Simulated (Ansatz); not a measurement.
# TiAsPRh, from a guessed structure to a relaxed one

This structure for TiAsPRh is made up. Its elements were placed in a known structure type with a cell scaled to their sizes. What cell does the guess relax to, and how far off was it?

Program: Ansatz 0.2.0. Level of theory: DFT, r2SCAN, plane-wave PAW, files of the set soft_1, scalar-relativistic, no spin, cell and ions relaxed at zero pressure; PAW set soft_1, in the first sound run; inputs show where later runs differ. Results are calculated unless marked as measured.

### 1. Starting point

It takes space group R3m (No. 160, trigonal). The conventional cell has a = 3.879 Å, b = 3.879 Å, c = 18.783 Å, α = 90.00°, β = 90.00°, γ = 120.00°. Nearest to Rh lie 3 As at 2.38 Å and 1 P at 2.38 Å. Nearest to As lie 3 Rh at 2.38 Å and 1 Ti at 2.38 Å. Nearest to Ti lie 3 P at 2.35 Å and 1 As at 2.38 Å. P has 3 Ti at 2.35 Å and 1 Rh at 2.38 Å nearest. Farther neighbours are not listed.

### 2. Relaxation of the guess

The guessed cell has no reason to be at equilibrium. It is relaxed with the atoms, within the space group of the guess.

input.yaml reads:

```yaml
crystal:
  lattice:
    - [1.9395, 1.119770847, 6.261]
    - [-1.9395, 1.119770847, 6.261]
    - [0.0, -2.239541694, 6.261]
  atoms:
    - { symbol: Rh, position: [0.001166673, 0.001166673, 0.001166673] }
    - { symbol: As, position: [0.62573334, 0.62573334, 0.62573334] }
    - { symbol: Ti, position: [0.49883334, 0.49883334, 0.49883334] }
    - { symbol: P, position: [0.128000007, 0.128000007, 0.128000007] }
kpoints:
  mp_grid: { grid: [8, 8, 8] }
scf:
  occupations: { method: fermi_dirac, width: 0.05 }
hamiltonian:
  xc: r2scan
  pseudopotentials: { kind: paw, azcp: { folder: soft_1 } }
relax:
  f_tol: 0.015
  max_steps: 70
  cell: {}
output:
  forces: true
  stress: true
```

On the command line:

```console
> ansatz run input.yaml --threads 4 --pin off --max-ram 8192MiB --backend cpu --events-out ev --progress --plain --runs-dir out
```

Numbers of over 12 decimals in the logs are rounded to 6 here.

The log of the run:

```text
basis.fft_grid_basis auto: the FFT boxes are laid along the combinations [[1, 0, -1], [0, 1, -1], [0, 0, 1]] of the cell's own vectors, 3.879, 3.879 and 6.649 Å long. The dense box has 30×30×50 points. Along the cell's own vectors, as sized, it would have 50×50×50, 2.78 times as many. Of the 6 symmetry operations that the crystal satisfies within crystal.symmetry.tolerance (time reversal apart; of a slab, those that  [...]
Engine: ansatz 0.2.0, aarch64-unknown-linux-gnu
Pseudopotentials: kind: paw
Pseudopotential: Rh, paw, valence charge 17, recommended cutoff 500 eV (meta_gga), soft_1/Rh.paw.azcp
Pseudopotential: As, paw, valence charge 15, recommended cutoff 500 eV (meta_gga), soft_1/As.paw.azcp
Pseudopotential: Ti, paw, valence charge 12, recommended cutoff 500 eV (meta_gga), soft_1/Ti.paw.azcp
Pseudopotential: P, paw, valence charge 5, recommended cutoff 500 eV (meta_gga), soft_1/P.paw.azcp
Functional definition: r2SCAN
  parameter k0 = 0.174
  parameter k1 = 0.065
  parameter a1 = 4.9479
  exchange = r2scan_x(k0 = k0, k1 = k1, a1 = a1)
  correlation = r2scan_c
Crystal: 4 atoms, lattice volume = 81.586 Å³
Basis set: ecut = 500 eV, 2057 PW (Γ), FFT grids on a1−a3, a2−a3, a3, exchange–correlation on 120×120×200 points (64 copies of the dense FFT grid, shifted against one another)
Bands: 30, of which v1, the nominal top of the filled ones, is band 25 counted from 1 (24 counted from 0)
Symmetry: 6 space group operations
Space group: R3m (ITA 160), of the structure as read, at distance tolerance 4.3e-5 Å
k-points: 65 of 512 (time reversal used)
Non-local potential: Rh, projectors of the file, l = 0: 3, l = 1: 2, l = 2: 2, l = 3: 1
Non-local potential: As, projectors of the file, l = 0: 2, l = 1: 2, l = 2: 3, l = 3: 1
Non-local potential: Ti, projectors of the file, l = 0: 3, l = 1: 2, l = 2: 3, l = 3: 1
Non-local potential: P, projectors of the file, l = 0: 2, l = 1: 2, l = 2: 1
PAW form: soft (Blöchl's): semilocal exchange-correlation on the pseudo side does not see the compensation charge
PAW frozen core: Rh, regenerated for the run's functional (the file was generated under x = pbe(κ = 0.804, μ = 0.219515), c = pbe(β = 0.066725))
PAW frozen core: As, regenerated for the run's functional (the file was generated under x = pbe(κ = 0.804, μ = 0.219515), c = pbe(β = 0.066725))
PAW frozen core: Ti, regenerated for the run's functional (the file was generated under x = pbe(κ = 0.804, μ = 0.219515), c = pbe(β = 0.066725))
PAW frozen core: P, regenerated for the run's functional (the file was generated under x = pbe(κ = 0.804, μ = 0.219515), c = pbe(β = 0.066725))
PAW one-centre angular grid: Rh, 590 points (default); XC on 160 Gauss nodes
PAW one-centre angular grid: As, 590 points (default); XC on 160 Gauss nodes
PAW one-centre angular grid: Ti, 590 points (default); XC on 160 Gauss nodes
PAW one-centre angular grid: P, 302 points (default); XC on 160 Gauss nodes
Initial density: superposition of atomic densities (chi_scale 0.1, normalization cell, long waves kept (reshape's long-wave potential 0.06 eV rms))
Initial wavefunctions: pseudopotential atomic-orbital guess
Functional: x = r2scan, c = r2scan; τ floored in thin density (d = 2e-4 eV/Å³)
SCF iter   1: F=—  HF=-14556.549866 eV  |F-HF|=—  |Δ(HF+E_count)|=         —  Δρ=3.70e-1  dr2=3.23e2  dr2_τ=7.17e0  ethr=3.10e-3  ⟨swp⟩=6.5  Hψ=8427  notcnv=0
preconditioner: auto → Kerker (q_TF=auto, 2.506 Å⁻¹)  [metal: Δε(μ)=0.051 eV  Ē_g=5.807 eV  σ=0.050 eV  W_gap=0.25  n_scr=22 (ndim 8)  ℏωp=19.7 eV  f_vac=0.000  D(μ)=2.44/eV (n_scr^D=22)]
SCF iter   2: F=—  HF=-14562.478326 eV  |F-HF|=—  |Δ(HF+E_count)|=    5.93e0  Δρ=2.73e-1  dr2=9.04e1  dr2_τ=1.58e1  ethr=3.10e-3  ⟨swp⟩=6.2  Hψ=6044  notcnv=0  defer=2
SCF iter   3: F=—  HF=-14549.615499 eV  |F-HF|=—  |Δ(HF+E_count)|=    1.29e1  Δρ=1.49e-1  dr2=2.96e1  dr2_τ=1.27e0  ethr=3.10e-3  ⟨swp⟩=4.1  Hψ=4911  notcnv=0  defer=13
SCF iter   4: F=—  HF=-14545.114181 eV  |F-HF|=—  |Δ(HF+E_count)|=    4.50e0  Δρ=4.60e-2  dr2=3.48e0  dr2_τ=1.52e-1  ethr=3.10e-3  ⟨swp⟩=4.1  Hψ=4944  notcnv=0  defer=28
SCF iter   5: F=—  HF=-14544.976812 eV  |F-HF|=—  |Δ(HF+E_count)|=   1.37e-1  Δρ=2.59e-2  dr2=1.26e0  dr2_τ=3.67e-2  ethr=3.10e-3  ⟨swp⟩=2.4  Hψ=2788  notcnv=0  defer=3
SCF iter   6: F=—  HF=-14544.912747 eV  |F-HF|=—  |Δ(HF+E_count)|=   6.41e-2  Δρ=4.16e-3  dr2=1.76e-2  dr2_τ=1.23e-3  ethr=2.57e-3  ⟨swp⟩=2.5  Hψ=2391  notcnv=0  defer=3
SCF iter   7: F=—  HF=-14544.914652 eV  |F-HF|=—  |Δ(HF+E_count)|=   1.91e-3  Δρ=4.89e-3  dr2=4.91e-2  dr2_τ=1.15e-3  ethr=3.60e-5  ⟨swp⟩=2.2  Hψ=3873  notcnv=0
SCF iter   8: F=—  HF=-14544.912414 eV  |F-HF|=—  |Δ(HF+E_count)|=   2.24e-3  Δρ=2.79e-3  dr2=1.79e-2  dr2_τ=4.55e-4  ethr=3.60e-5  ⟨swp⟩=2.0  Hψ=3581  notcnv=0
SCF iter   9: F=—  HF=-14544.911267 eV  |F-HF|=—  |Δ(HF+E_count)|=   1.15e-3  Δρ=7.18e-4  dr2=1.21e-3  dr2_τ=2.64e-5  ethr=3.60e-5  ⟨swp⟩=1.2  Hψ=1968  notcnv=0
SCF iter  10: F=—  HF=-14544.911249 eV  |F-HF|=—  |Δ(HF+E_count)|=   1.76e-5  Δρ=3.84e-4  dr2=2.74e-4  dr2_τ=7.29e-6  ethr=2.47e-6  ⟨swp⟩=2.2  Hψ=2461  notcnv=0
SCF iter  11: F=—  HF=-14544.911232 eV  |F-HF|=—  |Δ(HF+E_count)|=   1.77e-5  Δρ=4.58e-5  dr2=3.02e-6  dr2_τ=6.30e-8  ethr=5.60e-7  ⟨swp⟩=2.0  Hψ=2150  notcnv=0
SCF iter  12: F=—  HF=-14544.911238 eV  |F-HF|=—  |Δ(HF+E_count)|=   6.63e-6  Δρ=2.95e-5  dr2=1.23e-6  dr2_τ=3.49e-8  ethr=6.16e-9  ⟨swp⟩=2.3  Hψ=3358  notcnv=0
SCF iter  13: F=-14544.911238 eV  HF=-14544.911238 eV  |F-HF|=9.60e-10  |Δ(HF+E_count)|=   3.12e-8  Δρ=5.29e-6  dr2=2.12e-8  dr2_τ=1.36e-9  ethr=2.04e-10  ⟨swp⟩=4.0  Hψ=7981  notcnv=0
SCF 1 converged in 13 iterations: F = -14544.911238 eV  dr2 = 2.12e-8
  greatest PAW one-centre occupation: 1.001 electrons in one spin orbital (limit 2), on the Rh atom at site 0 (counted from 0), in its partial waves of l = 0
relax step   1: F+E_penalty+E_count = -14544.91123830 eV  Δ(F+E_penalty+E_count) = +0.000e0 eV  max|allowed force component| = 1.181e0 eV/Å  Δτ_max = 0.0000 Å  P = +1.879 GPa  Ω = 81.586 Å³  (13 SCF iters, dr2 threshold 1.00e-7 eV, accepted)
Crystal: 4 atoms, lattice volume = 83.009 Å³
Basis set: ecut = 500 eV, 2111 PW (Γ), FFT grids on a1−a3, a2−a3, a3, exchange–correlation on 120×120×200 points (64 copies of the dense FFT grid, shifted against one another)
Initial density: handed on by an earlier stage of this run
Initial wavefunctions: those handed on with the density
iter 1 solved again at ethr=4.43e-4 eV; its pass at ethr=3.10e-3 eV (dr2=2.17e-1 eV) is discarded
[...]
relax step   6: F+E_penalty+E_count = -14545.08810617 eV  Δ(F+E_penalty+E_count) = -4.170e-3 eV  max|allowed force component| = 5.089e-2 eV/Å  Δτ_max = 0.0109 Å  P = +0.298 GPa  Ω = 81.159 Å³  energy of the carried Pulay correction = +9.378e-5 eV  (8 SCF iters, dr2 threshold 4.00e-7 eV, accepted)
relax step   7: F+E_penalty+E_count = -14545.09277311 eV  Δ(F+E_penalty+E_count) = -4.667e-3 eV  max|allowed force component| = 8.182e-2 eV/Å  Δτ_max = 0.0166 Å  P = +0.059 GPa  Ω = 80.800 Å³  energy of the carried Pulay correction = +1.729e-4 eV  (9 SCF iters, dr2 threshold 4.00e-7 eV, accepted)
relax step   8: F+E_penalty+E_count = -14545.08549908 eV  Δ(F+E_penalty+E_count) = +7.274e-3 eV  max|allowed force component| = 3.362e-1 eV/Å  Δτ_max = 0.0420 Å  P = -0.434 GPa  Ω = 79.469 Å³  energy of the carried Pulay correction = +4.697e-4 eV  (9 SCF iters, dr2 threshold 4.00e-7 eV, rejected (line search))
relax step   9: F+E_penalty+E_count = -14545.09658866 eV  Δ(F+E_penalty+E_count) = -3.816e-3 eV  max|allowed force component| = 6.931e-2 eV/Å  Δτ_max = 0.0118 Å  P = +0.044 GPa  Ω = 80.445 Å³  energy of the carried Pulay correction = +2.516e-4 eV  (14 SCF iters, accepted)
relax step  10: F+E_penalty+E_count = -14545.08910292 eV  Δ(F+E_penalty+E_count) = +7.486e-3 eV  max|allowed force component| = 1.997e-1 eV/Å  Δτ_max = 0.0304 Å  P = -0.115 GPa  Ω = 79.396 Å³  energy of the carried Pulay correction = +4.862e-4 eV  (9 SCF iters, dr2 threshold 3.00e-7 eV, rejected (line search))
relax step  11: F+E_penalty+E_count = -14545.09754058 eV  Δ(F+E_penalty+E_count) = -9.519e-4 eV  max|allowed force component| = 1.530e-2 eV/Å  Δτ_max = 0.0104 Å  P = +0.086 GPa  Ω = 80.016 Å³  energy of the carried Pulay correction = +3.472e-4 eV  (14 SCF iters, accepted)
relax step  12: F+E_penalty+E_count = -14545.09763825 eV  Δ(F+E_penalty+E_count) = -9.767e-5 eV  max|allowed force component| = 9.915e-3 eV/Å  Δτ_max = 0.0031 Å  P = -0.035 GPa  Ω = 80.227 Å³  energy of the carried Pulay correction = +3.001e-4 eV  (8 SCF iters, dr2 threshold 3.84e-8 eV, accepted)
relax step  13: F+E_penalty+E_count = -14545.09765551 eV  Δ(F+E_penalty+E_count) = -1.726e-5 eV  max|allowed force component| = 5.916e-3 eV/Å  Δτ_max = 0.0009 Å  P = +0.012 GPa  Ω = 80.182 Å³  energy of the carried Pulay correction = +3.101e-4 eV  (7 SCF iters, dr2 threshold 9.60e-9 eV, accepted)
relax step  14: F+E_penalty+E_count = -14545.09867077 eV  Δ(F+E_penalty+E_count) = -1.015e-3 eV  max|allowed force component| = 5.880e-3 eV/Å  Δτ_max = 0.0000 Å  P = +0.018 GPa  Ω = 80.182 Å³  stress off target by 6.38e-2 GPa  SCF on the basis re-selected at this cell (its energy is not comparable with the rows above)  (10 SCF iters)
relax step  15: F+E_penalty+E_count = -14545.09868408 eV  Δ(F+E_penalty+E_count) = -1.331e-5 eV  max|allowed force component| = 2.296e-3 eV/Å  Δτ_max = 0.0008 Å  P = -0.012 GPa  Ω = 80.177 Å³  energy of the carried Pulay correction = +1.214e-6 eV  (7 SCF iters, dr2 threshold 1.02e-8 eV, accepted)
iter 1 solved again at ethr=1.04e-6 eV; its pass at ethr=3.10e-3 eV (dr2=5.11e-4 eV) is discarded
SCF iter   1: F=—  HF=-14545.098680 eV  |F-HF|=—  |Δ(HF+E_count)|=         —  Δρ=3.69e-6  dr2=1.43e-8  dr2_τ=2.62e-9  ethr=1.04e-6  ⟨swp⟩=3.4  Hψ=13168  notcnv=0
eigensolver tolerance schedule: the retry pair's looser diagonalisation over-reported the residual by 35828.74 of it (diagonalisation noise at an unbounded share of the residual, at the tolerance the schedule requests for it); recorded, not acted on — ethr = c·dr2/N_el stays at c = 1.0e-1
preconditioner: auto → Kerker (q_TF=auto, 2.513 Å⁻¹)  [metal: Δε(μ)=0.040 eV  Ē_g=6.037 eV  σ=0.050 eV  W_gap=0.19  n_scr=28 (ndim 8)  ℏωp=19.9 eV  f_vac=0.001  D(μ)=2.18/eV (n_scr^D=16)]
SCF iter   2: F=—  HF=-14545.098682 eV  |F-HF|=—  |Δ(HF+E_count)|=   2.77e-6  Δρ=3.68e-6  dr2=2.32e-8  dr2_τ=2.79e-9  ethr=2.91e-11  ⟨swp⟩=4.0  Hψ=5753  notcnv=0
SCF iter   3: F=—  HF=-14545.098682 eV  |F-HF|=—  |Δ(HF+E_count)|=   1.34e-9  Δρ=1.28e-6  dr2=2.26e-9  dr2_τ=2.02e-10  ethr=2.91e-11  ⟨swp⟩=1.5  Hψ=1993  notcnv=0
SCF iter   4: F=—  HF=-14545.098682 eV  |F-HF|=—  |Δ(HF+E_count)|=  9.82e-11  Δρ=8.11e-7  dr2=1.21e-9  dr2_τ=2.79e-11  ethr=4.60e-12  ⟨swp⟩=1.1  Hψ=1958  notcnv=0
SCF iter   5: F=—  HF=-14545.098682 eV  |F-HF|=—  |Δ(HF+E_count)|=  1.53e-10  Δρ=4.32e-7  dr2=2.86e-10  dr2_τ=1.47e-11  ethr=2.48e-12  ⟨swp⟩=2.0  Hψ=2532  notcnv=0
SCF iter   6: F=—  HF=-14545.098682 eV  |F-HF|=—  |Δ(HF+E_count)|=  3.64e-12  Δρ=2.89e-7  dr2=6.26e-11  dr2_τ=8.06e-12  ethr=1.00e-12  ⟨swp⟩=2.7  Hψ=3057  notcnv=0
SCF iter   7: F=-14545.098682 eV  HF=-14545.098682 eV  |F-HF|=1.82e-12  |Δ(HF+E_count)|=  3.64e-12  Δρ=1.14e-7  dr2=7.95e-12  dr2_τ=8.10e-13  ethr=1.00e-12  ⟨swp⟩=4.9  Hψ=6854  notcnv=0
SCF 16 converged in 7 iterations: F = -14545.098682 eV  dr2 = 7.95e-12
relax step  16: F+E_penalty+E_count = -14545.09868245 eV  Δ(F+E_penalty+E_count) = +1.631e-6 eV  max|allowed force component| = 2.293e-3 eV/Å  Δτ_max = 0.0000 Å  P = -0.012 GPa  Ω = 80.177 Å³  stress off target by 1.42e-2 GPa  SCF on the basis re-selected at this cell (its energy is not comparable with the rows above)  (7 SCF iters)
basis re-selected at this cell: Δ(F+E_penalty+E_count) = +1.631e-6 eV, ΔP = +0.000 GPa vs the last step (what re-selecting the basis moved, of the pressure what is left beyond the Pulay correction that the steps carried, after the strain that the cell walked since its last selection, with what the two solves' SCF thresholds leave and, on support functions, any second-order correction that the steps lacked; it is no m [...]
SCF converged after 7 iterations
Free energy (F): -14545.098682 eV
Harris-Foulkes:  -14545.098682 eV  (|F-HF|=1.82e-12)
Internal energy: -14545.080640 eV  (E = F + TS)
E sigma→0 (E₀):  -14545.089661 eV
Entropy (-TS):   -0.018042 eV (-4.511 meV/atom)
Fermi energy:    10.339320 eV
--- Per-component energies (eV) ---
  E_band       = -730.915514
  E_kinetic    = 986.365090
  E_local      = -6249.665725  (includes V_loc(G=0)·N_el)
  E_nonlocal   = 0.663649
  E_hartree    = 2846.122646
  E_xc         = -441.273211
  E_vxc        = -588.236242  (∫ρ·V_xc dr)
  E_paw        = -7265.675609  (= ΣΔE_a)
  E_vpaw       = -609.664187  (= ΣTr[D̂ρ^β])
  E_aug_tail   = -0.000129  (compensation charges beyond the density's cutoff)
  E_vtau       = 37.376732  (kinetic-family band-sum trace: ∫τ·v_τ [+ j·A + Jᵃ·Aᵃ] dr)
  E_ewald      = -4419.445703
  E_core_change = -2.171649  (= ΣΔE_core)
  E_smearing   = -0.018042  (= −TS)
  E_closure    = 0.000000  (closes the sum)
  Σ components = -14545.098682   (vs F -14545.098682, Δ=0.00e0)
--- Forces (eV/Å), atoms counted from 1 ---
  atom   1  Rh    -0.00000000    -0.00000000    -0.00108710
  atom   2  As     0.00000000    -0.00000000     0.00229387
  atom   3  Ti     0.00000000     0.00000000    -0.00008533
  atom   4  P      0.00000000     0.00000000    -0.00111890
  max |Σ_I F_I| component: 2.54e-6 eV/Å
--- Stress (GPa, compression-positive) ---
       -0.010294      -0.000000       0.000000
       -0.000000      -0.010294      -0.000000
        0.000000       0.000000      -0.014208
  P = ⅓ Tr σ = -0.0116 GPa (-0.116 kbar)
--- Relaxed structure (14 steps of the walk, 12 accepted, 2 SCFs on fresh bases) ---
  F+E_penalty+E_count = -14545.09868245 eV   max|allowed force component| = 2.293e-3 eV/Å   (the final SCF, on the basis selected at the relaxed cell)
  cell:  # Å, volume = 80.1775 Å³
    - [1.805011, 1.042124, 7.103988]
    - [-1.805011, 1.042124, 7.103988]
    - [1.1494113768020521e-17, -2.084247, 7.103988]
  atoms:
    - { symbol: Rh, position: [0.00941468, 0.00941468, 0.00941468] }
    - { symbol: As, position: [0.622809, 0.622809, 0.622809] }
    - { symbol: Ti, position: [0.503508, 0.503508, 0.503508] }
    - { symbol: P, position: [0.118002, 0.118002, 0.118002] }
```

Run time: 2.9 min. Hardware: 4 threads of Arm Neoverse V1, shared host; peak memory 0.66 GiB; 11 min of CPU time.

The steps of the relaxation:

```csv
step,energy less that of the first step (eV),largest force component (eV/Å),pressure (GPa),volume (Å³)
1,0.0000,1.1806,1.88,81.59
2,-0.1235,0.4159,-0.21,83.01
3,-0.1443,0.1687,-0.10,82.84
4,-0.1588,0.3494,-0.34,82.61
5,-0.1727,0.2139,-0.19,81.73
6,-0.1769,0.0509,0.30,81.16
7,-0.1815,0.0818,0.06,80.80
8,-0.1743,0.3362,-0.43,79.47
9,-0.1854,0.0693,0.04,80.44
10,-0.1779,0.1997,-0.11,79.40
11,-0.1863,0.0153,0.09,80.02
12,-0.1864,0.0099,-0.04,80.23
13,-0.1864,0.0059,0.01,80.18
14*,-0.1874,0.0059,0.02,80.18
15,-0.1874,0.0023,-0.01,80.18
16*,-0.1874,0.0023,-0.01,80.18
```

Relaxation steps marked * repeat the geometry before them on a plane-wave basis chosen anew for their cell, so energy and pressure can jump there. Relaxation steps 8, 10 were tried and not accepted.

Forces are held to the 6 operations that the run works with; a distortion that breaks them can't arise in this run.

```csv
cell as run,before,after,change
a (Å),6.649,7.403,+11.3 %
b (Å),6.649,7.403,+11.3 %
c (Å),6.649,7.403,+11.3 %
α (°),33.92,28.22,-16.8 %
β (°),33.92,28.22,-16.8 %
γ (°),33.92,28.22,-16.8 %
volume (Å³/atom),20.40,20.04,-1.7 %
```

The atoms that moved most (Å, as changes of fractional coordinates times the final cell):

```csv
atom,dx,dy,dz,length
P4,0.000,0.000,-0.213,0.213
Rh1,0.000,0.000,0.176,0.176
Ti3,0.000,0.000,0.100,0.100
As2,0.000,0.000,-0.062,0.062
```

This step gave:

```yaml
free_energy: -14545.0987 eV
energy_at_zero_smearing: -14545.0897 eV
smearing_term_ts: 0.01804 eV
fermi_energy: 10.34 eV
electrons: 49
symmetry_operations: 6
pressure: -0.01160 GPa
```

The shortest distance of each pair, which need not be the same contact before and after:

```csv
pair,guess (Å),relaxed (Å)
P–Rh,2.382,2.314
P–Ti,2.348,2.362
As–Rh,2.375,2.373
As–Ti,2.384,2.543
Rh–Rh,3.879,3.610
```

The relaxation ends with a largest force component of 0.0023 eV/Å and a pressure of -0.01 GPa.

(Part 1 of 2 ends here.)

[Logs are printed without paths, hosts, clocks, repeated set-up lines and the standing remarks that a program may print on its own settings, such as how far it seeks lower states.]

[Hosts, paths, dates, database ids (printed as entryN), source tags and the programs' standing remarks are cut or masked in the printed files.]
